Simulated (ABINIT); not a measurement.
# AgCl (Fm-3m): one start, several treatments of the self-energy, part 2 of 2

Wanted: the gap of AgCl (Fm-3m) under several approximations, with cost.

ABINIT 10.8.3; PBE and many-body steps on it, plane waves. Known limits of the many-body steps: not at the basis limit; d shell near the gap, gap tends to lie low; no spin-orbit coupling; coarse k mesh.

So far. Step 4 (G0W0, Godby-Needs plasmon pole): The gap on the mesh goes from 0.92 eV to 2.21 eV, a correction of +1.29 eV. Step 5 (G0W0, Engel-Farid plasmon pole): Against G0W0 in ABINIT (6×6×6 mesh, 173 bands, screening to 212.2 eV, Godby-Needs plasmon pole), the gap moves by −0.050 eV.

## (6) G0W0, Hybertsen-Louie plasmon pole

Level of this step: G0W0 on PBE, plane waves, norm-conserving pseudopotentials (ABINIT).

run.abi reads:

```
acell 3*1.0 Angstrom
rprim 
  0.000000000000 2.798500000000 2.798500000000
  2.798500000000 0.000000000000 2.798500000000
  2.798500000000 2.798500000000 -0.000000000000
ntypat 2
znucl 47 17
natom 2
typat 1 2
xred 
  0.000000000000 0.000000000000 0.000000000000
  0.500000000000 0.500000000000 0.500000000000
pp_dirpath "pseudos"
pseudos "Ag.upf, Cl.upf"
ecut 37
ngkpt 6 6 6
nshiftk 1
shiftk 0 0 0
kptopt 1
chksymbreak 0
istwfk *1
occopt 1
irdwfk 1
optdriver 4
nband 173
gwcalctyp 0
ecutsigx 37
symsigma 1
nkptgw 2
kptgw 
  0.5000000000 0.0000000000 0.0000000000
  0.0000000000 0.0000000000 0.0000000000
bdgw 
  12 15
  11 17
ecuteps 7.8
irdscr 1
ppmodel 2
indata_prefix "in"
outdata_prefix "out"
tmpdata_prefix "tmp"
```

The run is started by

```console
> OMP_NUM_THREADS=1 mpirun -n 8 abinit run.abi > log
```

Output:

```text
.Version 10.8.3 of ABINIT. v10.8.2 released Aug 2026.

 Symmetries : space group Fm -3 m (#225); Bravais cF (face-center cubic)
[... echo of the input left out ...]
== DATASET  1 ==================================================================
-   mpi_nproc: 8, omp_nthreads: 1 (-1 if OMP is not activated)

--- !DatasetInfo
iteration_state: {dtset: 1, }
dimensions: {natom: 2, nkpt: 16, mband: 173, nsppol: 1, nspinor: 1, nspden: 1, mpw: 3218, }
cutoff_energies: {ecut:  37.0, pawecutdg:  -1.0, }
[...]
Band     E0 <VxcDFT>   SigX SigC(E0)      Z dSigC/dE  Sig(E)    E-E0       E
[...]
16  15.026 -12.073  -6.782  -4.768   0.869  -0.150 -11.619   0.454  15.480
       17  15.026 -12.073  -6.782  -4.768   0.869  -0.150 -11.619   0.454  15.480

== END DATASET(S) ==============================================================
================================================================================

 -outvars: echo values of variables after computation  --------
           etotal      0.0000000000E+00
            nband         173
             nkpt          16
          spgroup         225
 [... the other variables as echoed above ...]

 Calculation completed.
```

Elapsed: 30 s, on 8 MPI ranks of Arm Neoverse V1, shared host; peak memory 3 GiB; 4 min of CPU time.

Numbers from this step:

| Property | Result |
| --- | --- |
| G0W0 gap on the points computed | 2.19 eV |
| starting gap on the mesh | 0.9214 eV |
| k of the valence top | 0.5, 0, 0 |
| k of the conduction bottom | 0, 0, 0 |
| least direct G0W0 gap on the computed points | 4.869 eV |

Against G0W0 in ABINIT (6×6×6 mesh, 173 bands, screening to 212.2 eV, Godby-Needs plasmon pole), the gap moves by −0.023 eV.

## (7) One-shot Hartree-Fock

This step: one-shot Hartree-Fock on PBE, plane waves, norm-conserving pseudopotentials.

Edit run.abi of step 6 so:

```diff
@@ -24,4 +24,4 @@
 optdriver 4
-nband 173
-gwcalctyp 0
+nband 17
+gwcalctyp 5
 ecutsigx 37
@@ -35,5 +35,4 @@
   11 17
-ecuteps 7.8
-irdscr 1
-ppmodel 2
+ixc_sigma 40
+fftgw 31
 indata_prefix "in"
```

Output:

```text
.Version 10.8.3 of ABINIT. v10.8.2 released Aug 2026.

 Symmetries : space group Fm -3 m (#225); Bravais cF (face-center cubic)
[... echo of the input left out ...]
== DATASET  1 ==================================================================
-   mpi_nproc: 8, omp_nthreads: 1 (-1 if OMP is not activated)

--- !DatasetInfo
iteration_state: {dtset: 1, }
dimensions: {natom: 2, nkpt: 16, mband: 17, nsppol: 1, nspinor: 1, nspden: 1, mpw: 3218, }
cutoff_energies: {ecut:  37.0, pawecutdg:  -1.0, }
[...]
Band     E0 <VxcDFT>   SigX SigC(E0)      Z dSigC/dE  Sig(E)    E-E0       E
[...]
16  15.026 -12.073  -6.782   0.000   1.000   0.000  -6.782   5.291  20.317
       17  15.026 -12.073  -6.782   0.000   1.000   0.000  -6.782   5.291  20.317

== END DATASET(S) ==============================================================
================================================================================

 -outvars: echo values of variables after computation  --------
           etotal      0.0000000000E+00
            nband          17
             nkpt          16
          spgroup         225
 [... the other variables as echoed above ...]

 Calculation completed.
```

Elapsed: 3.5 s, on 8 MPI ranks; peak memory 1.8 GiB; 27 s of CPU time.

Numbers from this step:

```
quasiparticle gap on the points computed              : 9.996 eV
starting gap on the mesh                              : 0.9214 eV
k of the valence top                                  : 0.5, 0, 0
k of the conduction bottom                            : 0, 0, 0
least direct quasiparticle gap on the computed points : 11.46 eV
```

Against G0W0 in ABINIT (6×6×6 mesh, 173 bands, screening to 212.2 eV, Godby-Needs plasmon pole), the gap moves by +7.783 eV.

## (8) The runs together

Times are wall times on 8 MPI ranks of Arm Neoverse V1, shared host, good to a factor of about two. A run's time includes the screening step that it read.

| run | mesh | bands | screening cutoff (eV) | DFT gap (eV) | gap on the mesh (eV) | direct (eV) | ε∞ used | time |
| --- | --- | --- | --- | --- | --- | --- | --- | --- |
| G0W0, Godby-Needs plasmon pole | 6×6×6 | 173 | 212.2 | 0.921 | 2.213 | 4.655 | 4.85 | 4.6 min |
| G0W0, Engel-Farid plasmon pole | 6×6×6 | 173 | 212.2 | 0.921 | 2.163 | 4.611 | 4.85 | 4.4 min |
| G0W0, Hybertsen-Louie plasmon pole | 6×6×6 | 173 | 212.2 | 0.921 | 2.190 | 4.869 | 4.85 | 4.6 min |
| one-shot Hartree-Fock | 6×6×6 | - | - | 0.921 | 9.996 | 11.463 | - | 3.5 s |

## (9) Outcome

- G0W0, Godby-Needs plasmon pole: 2.213 eV
- G0W0, Engel-Farid plasmon pole: 2.163 eV
- G0W0, Hybertsen-Louie plasmon pole: 2.190 eV
- one-shot Hartree-Fock: 9.996 eV
- known limits: not at the basis limit; d shell near the gap, gap tends to lie low; no spin-orbit coupling; coarse k mesh

**Reading.** G0W0, Engel-Farid plasmon pole: −0.050 eV against G0W0, Godby-Needs plasmon pole. G0W0, Hybertsen-Louie plasmon pole: −0.023 eV against G0W0, Godby-Needs plasmon pole. One-shot Hartree-Fock: +7.783 eV against G0W0, Godby-Needs plasmon pole. Bare exchange alone opens the gap to 10.00 eV; against G0W0, correlation takes back 7.78 eV. Bands and cutoff are finite, so the gap is not at the basis limit. The miss can reach some tenths of an eV and take either sign; the mesh is an error of its own. In the first G0W0 run levels were corrected at 2 k points alone, so a gap called «on the mesh» is the least over those, and an edge elsewhere would be missed. The 6×6×6 mesh is coarse for this cell, which bears on the long-range parts of exchange and screening. A d shell, filled or nearly so, lies near the gap. One-shot GW converges very slowly in bands there, not always from below, and on a semilocal start the gap tends to come out low; starts rich in exact exchange can overshoot instead. The many-body steps are scalar-relativistic: spin-orbit coupling is not in them.

[Paths, hosts, dates, memory and timing lines, banners, echoed tables and standing remarks are left out of the program output.]

[Logs are printed without paths, hosts, clocks, repeated set-up lines and the standing remarks that a program may print on its own settings, such as how far it seeks lower states.]

[Runs of the session that timed out or met a known fault of the program may be left out.]

[No measured gap is set beside runs whose start may be inverted or whose files or cutoffs have a known fault.]

[Hosts, paths, dates, database ids (printed as entryN), source tags and the programs' standing remarks are cut or masked in the printed files.]

[G0W0 gaps are taken among the corrected bands and points alone; a level outside them can change the order at an edge.]

[Where Ansatz stands beside ABINIT at settings called matched, ABINIT's density can come from a denser mesh and the files from another edition; pairs whose starting gaps differed by over 0.03 eV were left out, so agreement reads better than it is.]
